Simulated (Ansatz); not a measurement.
## 2H-CrSSe monolayer in a perpendicular field

What dipole does a perpendicular field induce in the 2H-CrSSe monolayer, and does the gap follow? A positive field points along +c.

Calculated with Ansatz 0.2.0; plane-wave DFT, PBE-D3(BJ), Ansatz PAW.

Report form: the programs' logs are mostly left out.

**1. Set-up**

The cell holds 3 atoms: 1 Se, 1 Cr and 1 S. Its edges and angles: a = 3.125 Å, b = 3.125 Å, c = 37.248 Å, α = 90.0°, β = 90.0°, γ = 120.0°. Vacuum lies along c.

**2. Relaxation**

The starting cell is a guess, so the in-plane lattice and the atoms are relaxed first, with the slab cut off from its images along the normal.

Input file input.yaml:

```yaml
crystal:
  lattice:
    - [3.125, 0.0, 0.0]
    - [-1.5625, 2.7063293868, 0.0]
    - [0.0, 0.0, 37.2484613474]
  atoms:
    - { symbol: Se, position: [0.3333333333, 0.6666666667, 0.4577370281] }
    - { symbol: Cr, position: [0.0, 0.0, 0.5030645829] }
    - { symbol: S, position: [0.3333333333, 0.6666666667, 0.5422629719] }
  periodic: [true, true, false]
kpoints:
  mp_grid: { grid: [12, 12, 1] }
hamiltonian:
  xc: pbe
  dispersion: d3bj
scf:
  occupations: { method: fermi_dirac, width: 0.05 }
  convergence: { dr2_threshold: 1.0e-09 }
relax:
  f_tol: 0.004
  max_steps: 90
  cell: {}
output:
  write_potential: true
  write_density: true
  volumetric_format: npy
```

The run is started by

```sh
ansatz run input.yaml --threads 2 --pin off --max-ram 3072MiB --backend cpu --events-out ev --progress --plain --runs-dir out
```

Wall time 1.7 min (2 threads of Intel Xeon at 2.50GHz (Skylake/Cascade Lake), shared host); peak memory 0.6 GiB.

Relaxation path:

```
step  energy less that of the first step (eV)  largest force component (eV/Å)  volume (Å³)
   1                                   0.0000                          1.0568       315.02
   2                                  -0.0595                          0.2255       314.14
   3                                  -0.0669                          0.0720       309.64
   4                                  -0.0673                          0.0180       308.65
   5                                  -0.0673                          0.0007       308.65
  6*                                  -0.0671                          0.0007       308.65
```

Relaxation steps marked * repeat the geometry before them on a plane-wave basis chosen anew for their cell, so energy and pressure can jump there.

The run keeps the 6 symmetry operations that it works with, so distortions that break them were not tested.

```
cell as run  before  after  change
      a (Å)   3.125  3.093  -1.0 %
      b (Å)   3.125  3.093  -1.0 %
```

The atoms that moved most (Å, along periodic axes as changes of fractional coordinates times the final cell, across vacuum about the mean position):

```
atom     dx     dy      dz  length
 Se1  0.000  0.000   0.058   0.058
  S3  0.000  0.000  -0.044   0.044
 Cr2  0.000  0.000  -0.014   0.014
```

Final coordinates:

```xyz
3
Lattice="3.0932 0.0000 0.0000 -1.5466 2.6788 0.0000 0.0000 0.0000 37.2485" Properties=species:S:1:pos:R:3
Se    0.0000    1.7859   17.1080
Cr    0.0000    0.0000   18.7244
S     0.0000    1.7859   20.1545
```

The lattice constant a goes from 3.125 to 3.093 Å.

**3. Atoms held, field 0, start network**

A sawtooth potential applies the field, turning back in the middle of the vacuum. With the dipole correction the typed value is the field outside the slab. The induced dipole is small, so the SCF threshold is tight.

The cell differs from the one that the last finished run ended in (c 37.248 → 21.046 Å).

Input file input.yaml:

```yaml
crystal:
  lattice:
    - [3.0932478147, 0.0, 0.0]
    - [-1.5466239073, 2.6788311877, 0.0]
    - [0.0, 0.0, 21.0464656794]
  atoms:
    - { symbol: Se, position: [0.3333333333, 0.6666666667, 0.427625243] }
    - { symbol: Cr, position: [0.0, 0.0, 0.504423779] }
    - { symbol: S, position: [0.3333333333, 0.6666666667, 0.572374757] }
kpoints:
  mp_grid: { grid: [18, 18, 1] }
  band_path:
    path: [[0, 0, 0], [0.5, 0, 0], [0.33333333, 0.33333333, 0], [0, 0, 0]]
    npoints: 16
hamiltonian:
  xc: pbe
  dispersion: d3bj
scf:
  occupations: { method: fermi_dirac, width: 0.02585 }
  convergence: { dr2_threshold: 1.0e-10 }
efield:
  axis: 3
  dipole_correction: true
  ramp_position: 0.97
  ramp_width: 0.06
  amplitude: 0
output:
  dos: { projected: true, e_range: [-6, 5] }
  write_potential: true
  write_density: true
  volumetric_format: npy
  elf: true
```

Run time: 28 s. Hardware: 2 threads; peak memory 0.51 GiB.

Numbers from this step:

```yaml
dipole_along_the_normal: -0.03900 e·Å
gap_along_the_path: 0.9069 eV
smallest_direct_gap_along_the_path: 0.9069 eV
step_between_the_vacuum_levels: 0.8517 eV
ionisation_energy_upper_face: 5.958 eV
electron_affinity_upper_face: 5.051 eV
ionisation_energy_lower_face: 5.106 eV
gap_the_smaller_of_path_and_mesh: 0.9069 eV
```

Running mean over a fixed 2.8 Å (it still follows the layers) of the planar mean; the ramp of the sawtooth is left out. The electron's electrostatic potential energy less the Fermi level by z:

```
z (Å)  electron's electrostatic potential energy less the Fermi level (eV)
  3.0                                                                 4.65
  3.5                                                                 4.65
  4.0                                                                 4.65
  4.5                                                                 4.65
  5.0                                                                 4.64
  5.5                                                                 4.63
  6.0                                                                 4.59
  6.5                                                                 4.37
  7.0                                                                 3.44
  7.5                                                                 1.59
  8.0                                                               -0.418
  8.5                                                                -2.36
  9.0                                                                -4.65
  9.5                                                                -7.09
 10.0                                                                -8.00
 10.5                                                                -8.33
 11.0                                                                -8.65
 11.5                                                                -7.95
 12.0                                                                -5.45
 12.5                                                                -2.66
 13.0                                                               -0.319
 13.5                                                                 2.24
 14.0                                                                 4.43
 14.5                                                                 5.28
 15.0                                                                 5.45
 15.5                                                                 5.49
 16.0                                                                 5.50
 16.5                                                                 5.50
 17.0                                                                 5.50
 17.5                                                                 5.50
 18.0                                                                 5.50
```

The density of states has structure finer than the step of the table below, so its rows give means over 0.25 eV, whole bins alone (the curve runs from -6 to 2.33 eV). Peaks (eV: height): -5.370: 7.71, -4.210: 7.52, -2.140: 7.11, 0.730: 7.51, 0.810: 7.59, 0.970: 9.29, 1.640: 7.37.

Density of states against energy, zero at the Fermi level of the run, which the smearing sets inside the gap; means over each step:

```
energy (eV)  density of states (states/eV a cell)
      -5.75                                  1.68
      -5.50                                  3.00
      -5.25                                  3.18
      -5.00                                 0.799
      -4.75                                 0.900
      -4.50                                  1.76
      -4.25                                  4.63
      -4.00                                  1.28
      -3.75                                  1.93
      -3.50                                  1.97
      -3.25                                  2.22
      -3.00                                  2.81
      -2.75                                  2.23
      -2.50                                  1.90
      -2.25                                  2.97
      -2.00                                  4.53
      -1.75                                  3.22
      -1.50                                  2.91
      -1.25                                 0.766
      -1.00                                  2.58
      -0.75                                  3.68
      -0.50                                  1.35
      -0.25                                     0
       0.00                                     0
       0.25                                     0
       0.50                                 0.650
       0.75                                  4.63
       1.00                                  5.06
       1.25                                  2.16
       1.50                                  2.84
       1.75                                  3.71
       2.00                                  1.91
```

Projected DOS per atom over height of the atomic layer and energy from the Fermi level. Layers: Se Cr S from below.

Ten even steps from '0' (0.00 states/eV) to '9' (3.29 states/eV), each cell a mean:
```
021
152
141
291
170
000
000
030
071
010
332
434
132
132
122
112
111
424
101
101
224
211
```
Columns: height of the atomic layer (Å) from 9 to 12.0 (not evenly spaced); rows upwards: energy from the Fermi level (eV) from -5.96 to 2.32.

The electronic bands at the labelled points (eV, zero at the Fermi level of the run, which the smearing sets inside the gap):

```
  point  band 15  band 16  band 17  band 18  band 19  band 20  band 21  band 22
      Γ    -2.37    -1.33    -1.33    -0.51     2.36     2.36     2.79     2.79
halfway    -2.40    -1.93    -1.62    -0.94     0.93     1.51     1.69     2.78
      M    -2.93    -2.15    -1.15    -1.14     0.71     0.97     2.61     2.89
halfway    -3.45    -3.03    -2.11    -0.65     0.67     1.22     1.91     2.83
      K    -3.96    -3.88    -2.17    -0.46     0.45     1.43     1.65     3.05
halfway    -3.09    -2.16    -1.62    -0.87     0.80     1.14     1.49     2.71
      Γ    -2.37    -1.33    -1.33    -0.51     2.36     2.36     2.79     2.79
```

ELF in the ca plane at fractional y = 0.667, with atoms of Se and S within 0.2 Å of it. It is the smooth field of the valence electrons, not physical close to the nuclei.

Ten even steps from '0' (0.00) to '9' (0.93), each cell a mean:
```
00000000000001234321111332110000000000000000
00000000000001223311111232100000000000000000
00000000000246777752124777653100000000000000
00000000013689877773247878997420000000000000
00000000025799842574257416999631000000000000
00000000025799842574257406999731000000000000
00000000013689976774248878997520000000000000
00000000001256777752125788763100000000000000
```
Columns run along c (16.0 Å, from fractional 0.16 to 0.92 of the cell), rows up along a (3.1 Å). Atoms in or near the plane, at fractional coordinates: Se at (0.43, 0.33), S at (0.57, 0.33).

Valence density in the ca plane at fractional y = 0.667, with atoms of Se and S within 0.2 Å of it. It is the smooth field of the valence electrons, not physical close to the nuclei.

Ten steps, logarithmic in the rise over the least value, from '0' (0 e/Å³) to '9' (26 e/Å³), each cell a mean:
```
00000000000000011111221111000000000000000000
00000000000000011111221110000000000000000000
00000000000000122211112221100000000000000000
00000000000001355421112333210000000000000000
00000000000012589631123323310000000000000000
00000000000012599731123323310000000000000000
00000000000001356421122333210000000000000000
00000000000001122221112222100000000000000000
```
Columns run along c (16.0 Å, from fractional 0.16 to 0.92 of the cell), rows up along a (3.1 Å). Atoms in or near the plane, at fractional coordinates: Se at (0.43, 0.33), S at (0.57, 0.33).

Electrostatic potential energy in the ca plane at fractional y = 0.667, with atoms of Se and S within 0.2 Å of it. With pseudopotentials it is smooth inside the atoms' cores, unlike the true potential.

Values in eV, 5 rows by 16 columns, each cell a mean:
```
  5   5   5   5   5   4   2   0  -8  -7   1   4   5   5   5   5
  5   5   5   5   5   4   0  -8  -5  -5  -6   3   5   5   5   5
  5   5   5   5   5   4 -10 -15  -6 -10 -26  -3   5   5   5   5
  5   5   5   5   5   4 -11 -12  -8 -12 -27  -6   5   5   5   5
  5   5   5   5   5   4  -4 -15  -5  -5 -14   1   5   5   5   5
```
Columns run along c (16.0 Å, from fractional 0.09 to 0.85 of the cell; values clipped at the 3rd and 97th percentile), rows up along a (3.1 Å). Atoms in or near the plane, at fractional coordinates: Se at (0.43, 0.33), S at (0.57, 0.33).

The gap is 0.91 eV, with the valence edge 5.96 eV and the conduction edge 5.05 eV under the upper vacuum level.

**4. Atoms held, field 0.1 V/Å**

Edit input.yaml of step 3 so:

```diff
@@ -23,7 +23,6 @@
   dipole_correction: true
-  ramp_position: 0.97
-  ramp_width: 0.06
-  amplitude: 0
+  ramp_position: 0.9287
+  ramp_width: 0.1425
+  amplitude: 0.1
 output:
-  dos: { projected: true, e_range: [-6, 5] }
   write_potential: true
@@ -31,2 +30 @@
   volumetric_format: npy
-  elf: true
```

Wall time 30 s (2 threads); peak memory 0.5 GiB.

The dipole is -0.0149 e·Å, 0.0241 e·Å from its value without field, and the gap 0.907 eV.

**5. Single point, field -0.1 V/Å**

Edit input.yaml of step 4 so:

```diff
@@ -25,3 +25,3 @@
   ramp_width: 0.1425
-  amplitude: 0.1
+  amplitude: -0.1
 output:
```

It took 27 s on 2 threads; peak memory 0.5 GiB; 52 s of CPU time.

The dipole is -0.0631 e·Å, -0.0241 e·Å from its value without field, and the gap 0.907 eV.

**6. Response, atoms held**

This step: plane-wave DFT, PBE-D3(BJ), Ansatz PAW; response to a field along the normal, atoms held (Ansatz 0.2.0).

The dipoles give the slope, and the difference of two potentials shows where the field is screened.

Numbers from this step:

| Item | Value |
| --- | --- |
| equivalent conductor thickness p/(ε₀AE) | 5.266 Å |
| distance between the outer atoms | 3.046 Å |

The dipole of the cell by applied field:

```
applied field (V/Å)  dipole of the cell (e·Å)
            -0.1000                   -0.0631
             0.0000                   -0.0390
             0.1000                   -0.0149
```

Local field over the applied field, running mean. From the potentials at -0.1 and 0.1 V/Å; running mean over 2.5 Å. Table of local field over applied field by z:

z (Å), local field over applied field and a bar:
```
     4.09      0.999 ##############################
     4.38      0.999 ##############################
     4.82      0.996 ##############################
     5.12      0.993 ##############################
     5.55      0.982 #############################
     5.85      0.968 #############################
     6.14      0.944 ############################
     6.58      0.877 ##########################
     6.87      0.807 ########################
     7.16      0.719 #####################
     7.60      0.570 #################
     7.89      0.466 ##############
     8.33      0.312 #########
     8.62      0.218 ######
     8.92      0.143 ####
     9.35      0.074 #
     9.65      0.053 #
     9.94      0.040 
    10.38      0.029 
    10.67      0.031 
    11.11      0.051 #
    11.40      0.070 #
    11.69      0.099 ##
    12.13      0.184 #####
    12.42      0.267 #######
    12.72      0.364 ##########
    13.15      0.521 ###############
    13.45      0.622 ##################
    13.88      0.766 #######################
    14.18      0.847 #########################
    14.47      0.906 ###########################
    14.91      0.959 #############################
    15.20      0.977 #############################
    15.49      0.988 ##############################
    15.93      0.995 ##############################
    16.22      0.997 ##############################
    16.66      0.999 ##############################
    16.95      1.000 ##############################
```

Electrons, planar mean, per unit field. Table of induced electron density by z:

z (Å), induced electron density (e/Å³ per V/Å) and a bar from the least value:
```
     4.09    0.00000 ###############
     4.53    0.00001 ###############
     4.97    0.00002 ################
     5.41    0.00006 ################
     5.85    0.00015 ################
     6.28    0.00036 #################
     6.72    0.00084 ###################
     7.16    0.00178 #######################
     7.60    0.00313 #############################
     8.04    0.00347 ##############################
     8.48    0.00139 #####################
     8.92    0.00082 ###################
     9.35    0.00079 ###################
     9.79   -0.00050 #############
    10.23   -0.00064 #############
    10.82    0.00037 #################
    11.25    0.00043 #################
    11.69   -0.00085 ############
    12.13   -0.00082 ############
    12.57   -0.00205 #######
    13.01   -0.00367 
    13.45   -0.00273 ####
    13.88   -0.00139 ##########
    14.32   -0.00062 #############
    14.76   -0.00026 ##############
    15.20   -0.00010 ###############
    15.64   -0.00004 ###############
    16.08   -0.00001 ###############
    16.52   -0.00001 ###############
    16.95    0.00000 ###############
```

The smaller of the gaps on the path and on the k-mesh, counted as 0 under 0.03 eV. The gap stays at 0.907 eV for applied field from -0.1 to 0.1 V/Å.

By hand: between -0.1 and 0.1 V/Å the dipole changes by 0.04823 e·Å, a slope of 0.2411 e·Å²/V. A perfect conductor of thickness t has p = ε₀AEt, so t = 180.95 × 0.2411 / 8.286 = 5.27 Å (e/ε₀ = 180.95 V·Å, A in Å²).

The induced dipole is that of a conductor 5.27 Å thick.

**7. What came out**

| Property | Result |
| --- | --- |
| gap without field | 0.907 eV |
| ionisation energy, upper face | 5.96 eV |
| electron affinity, upper face | 5.05 eV |
| step between the vacuum levels | 0.852 eV |
| equivalent conductor thickness, atoms held | 5.27 Å |

What this shows: The induced dipole equals that of a perfect conductor 5.27 Å thick, while the outer atoms lie 3.05 Å apart; an out-of-plane ε follows only once a thickness t is chosen, by 1 − 1/ε = 5.27 Å / t. The two faces differ: the vacuum level above lies 0.85 eV higher than the one below. The gap stays within 0.01 eV of 0.91 eV over the fields run, up to 0.1 V/Å in size. Semilocal functionals give gaps that are too small, and excitons are not included. The main runs have no spin polarisation; a magnetic state could lie lower and would change these results. Spin-orbit coupling is left out.

[Logs are printed without paths, hosts, clocks, repeated set-up lines and the standing remarks that a program may print on its own settings, such as how far it seeks lower states.]

[Hosts, paths, dates, database ids (printed as entryN), source tags and the programs' standing remarks are cut or masked in the printed files.]

[Maps of the electrostatic potential energy from Ansatz leave out the sawtooth potential of an applied field or a dipole correction, so their vacuum need not be flat; planar profiles and work functions include it.]

[The density of states shown here was stored with 400 of the rows of the run's finer table, so its peaks can read low, often by over a quarter, or be missed, and its means over a window can be off by a tenth or more.]
